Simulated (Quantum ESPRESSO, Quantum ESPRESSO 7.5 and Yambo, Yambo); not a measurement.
# Excitons of ZrSe3 (P2_1/m) on ever denser meshes

Aim: follow the lowest exciton of ZrSe3 (P2_1/m) as the mesh is refined.

Calculated with Quantum ESPRESSO 7.5 and Yambo 5.3.0; PBEsol and many-body steps on it, plane waves.

### Step 1. The structure

Symmetry: P2_1/m, No. 11, monoclinic system. The conventional cell has a = 5.411 Å, b = 3.749 Å, c = 9.444 Å, α = 90.00°, β = 97.48°, γ = 90.00°. Zr has 8 Se at 2.72 to 2.87 Å nearest. Nearest to Se lie 4 Zr at 2.72 to 2.87 Å. Se has 1 Se at 2.34 Å and 2 Zr at 2.73 Å nearest. Nearest to Se lie 1 Se at 2.34 Å and 2 Zr at 2.74 Å. Farther neighbours and most contacts between anions are not listed.

The cell and positions come from the Crystallography Open Database and are kept as given unless a step says otherwise.

### Step 2. Empty states on the mesh, 2×4×2 mesh, 236 bands

This step: Quantum ESPRESSO 7.5; DFT, PBEsol, plane waves, norm-conserving pseudopotentials.

The sums over transitions need many empty states on a uniform mesh; this step solves for them.

pw.in

```
&control
  calculation = 'nscf'
  prefix = 'x'
  outdir = 'o'
  pseudo_dir = 'pseudo'
/
&system
  ibrav = 0
  nat = 8
  ntyp = 2
  ecutwfc = 104.0
  nbnd = 236
  force_symmorphic = .true.
/
&electrons
  conv_thr = 1e-9
  electron_maxstep = 80
  diago_full_acc = .true.
  diago_thr_init = 5e-6
/
ATOMIC_SPECIES
  Zr 91.224 Zr.upf
  Se 78.971 Se.upf
CELL_PARAMETERS angstrom
  5.4109000000 -0.0000000000 -0.0000000000
  -0.0000000000 3.7488000000 0.0000000000
  -1.2294209091 0.0000000000 9.3636349901
ATOMIC_POSITIONS crystal
  Zr 0.2850000000 0.2500000000 0.6560000000
  Zr 0.7150000000 0.7500000000 0.3440000000
  Se 0.7620000000 0.2500000000 0.5540000000
  Se 0.2380000000 0.7500000000 0.4460000000
  Se 0.4560000000 0.2500000000 0.1740000000
  Se 0.5440000000 0.7500000000 0.8260000000
  Se 0.8880000000 0.2500000000 0.1690000000
  Se 0.1120000000 0.7500000000 0.8310000000
K_POINTS automatic
  2 4 2 0 0 0
```

Started as:

```sh
OMP_NUM_THREADS=1 mpirun -n 16 pw.x -nk 4 -in pw.in > pw.out
```

The program printed:

```text
Program PWSCF v.7.5 starts

     This program is part of the open-source Quantum ESPRESSO suite
     for quantum simulation of materials; please cite
         "P. Giannozzi et al., J. Phys.:Condens. Matter 21 395502 (2009);
         "P. Giannozzi et al., J. Phys.:Condens. Matter 29 465901 (2017);
         "P. Giannozzi et al., J. Chem. Phys. 152 154105 (2020);
     in publications or presentations arising from this work. More details at

     Atomic positions and unit cell read from directory:
     o/x.save/

     Message from routine setup:
[...]
6.3942   6.7318   7.1761   7.6777   7.8281   8.7232   8.8591   9.0417
     [... 18 further rows ...]
    50.8740  51.1668  51.2227  51.5438  51.5854  51.7372  52.4071  52.4465
    52.6174  52.9332  53.0618  53.2353

          k = 0.0000 0.3608-0.2889 ( 22962 PWs)   bands (ev):

     [... further k-points ...]

     highest occupied, lowest unoccupied level (ev):    10.5070   10.8367

     XML data file, pseudopotentials, collected wavefunctions

=------------------------------------------------------------------------------=
   JOB DONE.
=------------------------------------------------------------------------------=
```

Wall time 63 s (16 MPI ranks of Arm Neoverse V1, shared host); peak memory 3 GiB; 17 min of CPU time.

Numbers from this step:

```yaml
gap: 0.3296 eV
k_of_the_valence_top: 0, 0, 0
k_of_the_conduction_bottom: -0.5, 0, 0
least_direct_gap: 0.6027 eV
k_points_computed: 12
lowest_point_of_the_top_converged_band_above_the_valence_top: 41.98 eV
```

On this mesh the gap is 0.330 eV.

The density comes from a self-consistent run that is not shown.

### Step 3. Conversion and set-up

This step: Yambo 5.3.0; conversion and set-up on PBEsol, plane waves, norm-conserving pseudopotentials.

The states are converted to the many-body program's format and the q mesh is built.

Started as:

```sh
(cd o/x.save; p2y > p2y.log; mv SAVE ../..); yambo > setup.log
```

The program printed:

```text
 Yambo, version 5.3.0

 [02] CORE Variables Setup
 =========================

  [02.01] Unit cells
  ==================

  Cell kind             :  Unknown
  Atoms in the cell     :  Zr  Se
  number of Zr atoms    :  2
  number of Se atoms    :   6

  List of atomic masses
  Mass of Zr    :  91.22400
  Mass of Se    :  78.97100

  List of atomic coordinates    : [cc]
  Zr1       :   1.39009   1.77105  11.60773  order 1
  Zr2       :  6.511756  5.313154  6.086979  order 2
  Se1       :  6.504450  1.771051  9.802867  order 3
  Se2       :  1.397400  5.313154  7.891839  order 4
[...]
K/Q-points units:
 rlu = crystal or reduced units; cc = cartesian coordinates; iku = interal k-units

 Q [ 1]         [rlu]:  0.000000  0.000000  0.000000
 Q [ 2]         [rlu]: -0.49964E-17   0.0000     -0.50000
 Q [ 3]         [rlu]:  0.000000  0.250000  0.000000
[...]
Q [ 8]         [rlu]:  0.500000  0.000000 -0.500000
 Q [ 9]         [rlu]: -0.50000      0.25000      0.59754E-16
 Q [10]         [rlu]:  0.500000  0.250000 -0.500000
 Q [11]         [rlu]: -0.50000     -0.50000      0.59754E-16
 Q [12]         [rlu]:  0.500000  0.500000 -0.500000

  [03.01] X indexes
  =================

   [03.01.01] Sigma indexes
   ========================

 [06] Game Over & Game summary
```

The job ended after 5.1 s (1 MPI rank; peak memory 0.28 GiB).

### Step 4. Screening and self-energy, 2×4×2 mesh, 236 bands, screening to 95.2 eV

Now the one-shot GW correction: screening in the RPA, then the self-energy of the levels asked for.

This step: G0W0 on PBEsol, plane waves, norm-conserving pseudopotentials.

gw1.in

```
HF_and_locXC
gw0
dyson
ppa
em1d
rim_cut
RandQpts= 1000000
RandGvec= 1 RL
EXXRLvcs= 104 Ry
VXCRLvcs= 416 Ry
Chimod= "HARTREE"
% BndsRnXp
 1 | 236 |
%
NGsBlkXp= 7 Ry
% LongDrXp
 1 | 1 | 1 |
%
% GbndRnge
 1 | 236 |
%
DysSolver= "n"
ExtendOut
PPAPntXp= 27.21138 eV
% QPkrange
 1 | 1 | 83 | 86 |
 7 | 7 | 83 | 86 |
 2 | 2 | 83 | 86 |
%
```

Started as:

```sh
OMP_NUM_THREADS=2 mpirun -n 8 yambo -F gw1.in -J gw1 -C gw1 > gw1.log
```

The program printed:

```text
 Yambo, version 5.3.0

 [02] CORE Variables Setup
 =========================

  [... cell, symmetries and grids as in the set-up ...]

  [02.05] Energies & Occupations
  ==============================

  [X] === General ===
  [X] Electronic Temperature                        :  0.000000  0.000000 [eV K]
  [X] Bosonic    Temperature                        :  0.000000  0.000000 [eV K]
  [X] Finite Temperature mode                       : no
  [X] El. density                                   :  0.88451E+24 [cm-3]
[...]
QP @ state[ 1 ] b range                          :   83   86
   QP @ state[ 2 ] K range                          :   7   7
   QP @ state[ 2 ] b range                          :   83   86
   GF energies kind                                 : Perdew, Burke & Ernzerhof SOL(X)+Perdew, Burke & Ernzerhof SOL(C)
   GF WF`s kind                                     : Perdew, Burke & Ernzerhof SOL(X)+Perdew, Burke & Ernzerhof SOL(C)
   Xs energies kind                                 : Perdew, Burke & Ernzerhof SOL(X)+Perdew, Burke & Ernzerhof SOL(C)
   Xs WF`s kind                                     : Perdew, Burke & Ernzerhof SOL(X)+Perdew, Burke & Ernzerhof SOL(C)

 [11] Game Over & Game summary
```

It took 6.4 min on 8 MPI ranks; peak memory 28 GiB; 1.6 h of CPU time.

Numbers from this step:

* G0W0 gap on the points computed: 0.9189 eV
* starting gap on the mesh: 0.3296 eV
* k of the valence top: 0, 0, 0
* k of the conduction bottom: -0.5, 0, 0
* least direct G0W0 gap on the computed points: 1.221 eV

The gap on the mesh goes from 0.33 eV to 0.92 eV, a correction of +0.59 eV.

The gap opens by 0.589 eV; the next steps shift the empty bands rigidly by 0.618 eV, the correction at the start's least direct gap. The exciton steps add spin-orbit coupling, which this shift does not hold.

### Step 5. Empty states on the mesh, 2×4×2 mesh, 256 bands

This step: Quantum ESPRESSO 7.5; DFT, PBEsol with spin-orbit coupling, plane waves, norm-conserving pseudopotentials.

Changes to pw.in since step 2:

```diff
@@ -11,4 +11,6 @@
   ecutwfc = 104.0
-  nbnd = 236
+  nbnd = 256
   force_symmorphic = .true.
+  noncolin = .true.
+  lspinorb = .true.
 /
```

Started as:

```sh
OMP_NUM_THREADS=1 mpirun -n 16 pw.x -nk 4 -in pw.in > pw.out
```

The program printed:

```text
[banner, memory and clock lines left out]
Program PWSCF v.7.5 starts

     Atomic positions and unit cell read from directory:
     o/x.save/

     Message from routine setup:
     using ibrav=0 with symmetry is DISCOURAGED, use correct ibrav instead

     bravais-lattice index     =            0
     lattice parameter (alat)  =      10.2251  a.u.
     unit-cell volume          =    1281.7486 (a.u.)^3
     number of atoms/cell      =            8
     number of atomic types    =            2
     number of electrons       =       168.00
[...]
k = 0.0000 0.3608 0.0000 ( 22961 PWs)   bands (ev):

[...]
-134.7864-134.7864-134.7864-134.7864-134.7709-134.7709-134.7709-134.7709
  -134.0788-134.0788-134.0788-134.0788-134.0663-134.0663-134.0663-134.0663
[...]
[... 20 further rows ...]
    24.9789  24.9789  25.2370  25.2370  25.3589  25.3589  26.6138  26.6138
    26.6676  26.6676  26.7601  26.7601  27.4432  27.4432  27.6259  27.6263

          k = 0.0000 0.3608-0.2889 ( 22962 PWs)   bands (ev):

     [... further k-points ...]

     highest occupied, lowest unoccupied level (ev):    10.5866   10.8570

     XML data file, pseudopotentials, collected wavefunctions
```

It took 2 min on 16 MPI ranks; peak memory 5.7 GiB.

Numbers from this step:

* gap: 0.2704 eV
* k of the valence top: 0, 0, 0
* k of the conduction bottom: -0.5, 0, 0
* least direct gap: 0.5108 eV
* k points computed: 12
* lowest point of the top converged band, above the valence top: 15.71 eV

On this mesh the gap is 0.270 eV.

The density comes from a self-consistent run that is not shown, made with spin-orbit coupling and fully relativistic files.

### Step 6. Conversion and set-up

This step: Yambo 5.3.0; conversion and set-up on PBEsol with spin-orbit coupling, plane waves, norm-conserving pseudopotentials.

Started as:

```sh
(cd o/x.save; p2y > p2y.log; mv SAVE ../..); yambo > setup.log
```

The program printed:

```text
 Yambo, version 5.3.0

 [02] CORE Variables Setup
 =========================

  [02.01] Unit cells
  ==================

  Cell kind             :  Unknown
  Atoms in the cell     :  Zr  Se
  number of Zr atoms    :  2
  number of Se atoms    :   6

  List of atomic masses
  Mass of Zr    :  91.22400
  Mass of Se    :  78.97100

  List of atomic coordinates    : [cc]
  Zr1       :   1.39009   1.77105  11.60773  order 1
  Zr2       :  6.511756  5.313154  6.086979  order 2
  Se1       :  6.504450  1.771051  9.802867  order 3
  Se2       :  1.397400  5.313154  7.891839  order 4
[...]
K/Q-points units:
 rlu = crystal or reduced units; cc = cartesian coordinates; iku = interal k-units

 Q [ 1]         [rlu]:  0.000000  0.000000  0.000000
 Q [ 2]         [rlu]: -0.49964E-17   0.0000     -0.50000
 Q [ 3]         [rlu]:  0.000000  0.250000  0.000000
[...]
Q [ 8]         [rlu]:  0.500000  0.000000 -0.500000
 Q [ 9]         [rlu]: -0.50000      0.25000      0.59754E-16
 Q [10]         [rlu]:  0.500000  0.250000 -0.500000
 Q [11]         [rlu]: -0.50000     -0.50000      0.59754E-16
 Q [12]         [rlu]:  0.500000  0.500000 -0.500000

  [03.01] X indexes
  =================

   [03.01.01] Sigma indexes
   ========================

 [06] Game Over & Game summary
```

Elapsed: 7.7 s, on 1 MPI rank; peak memory 0.28 GiB.

[end of part 1 of 3]

[Paths, hosts, dates, memory and timing lines, banners, echoed tables and standing remarks are left out of the program output.]

[Logs are printed without paths, hosts, clocks, repeated set-up lines and the standing remarks that a program may print on its own settings, such as how far it seeks lower states.]

[Runs of the session that timed out or met a known fault of the program may be left out.]

[Hosts, paths, dates, database ids (printed as entryN), source tags and the programs' standing remarks are cut or masked in the printed files.]
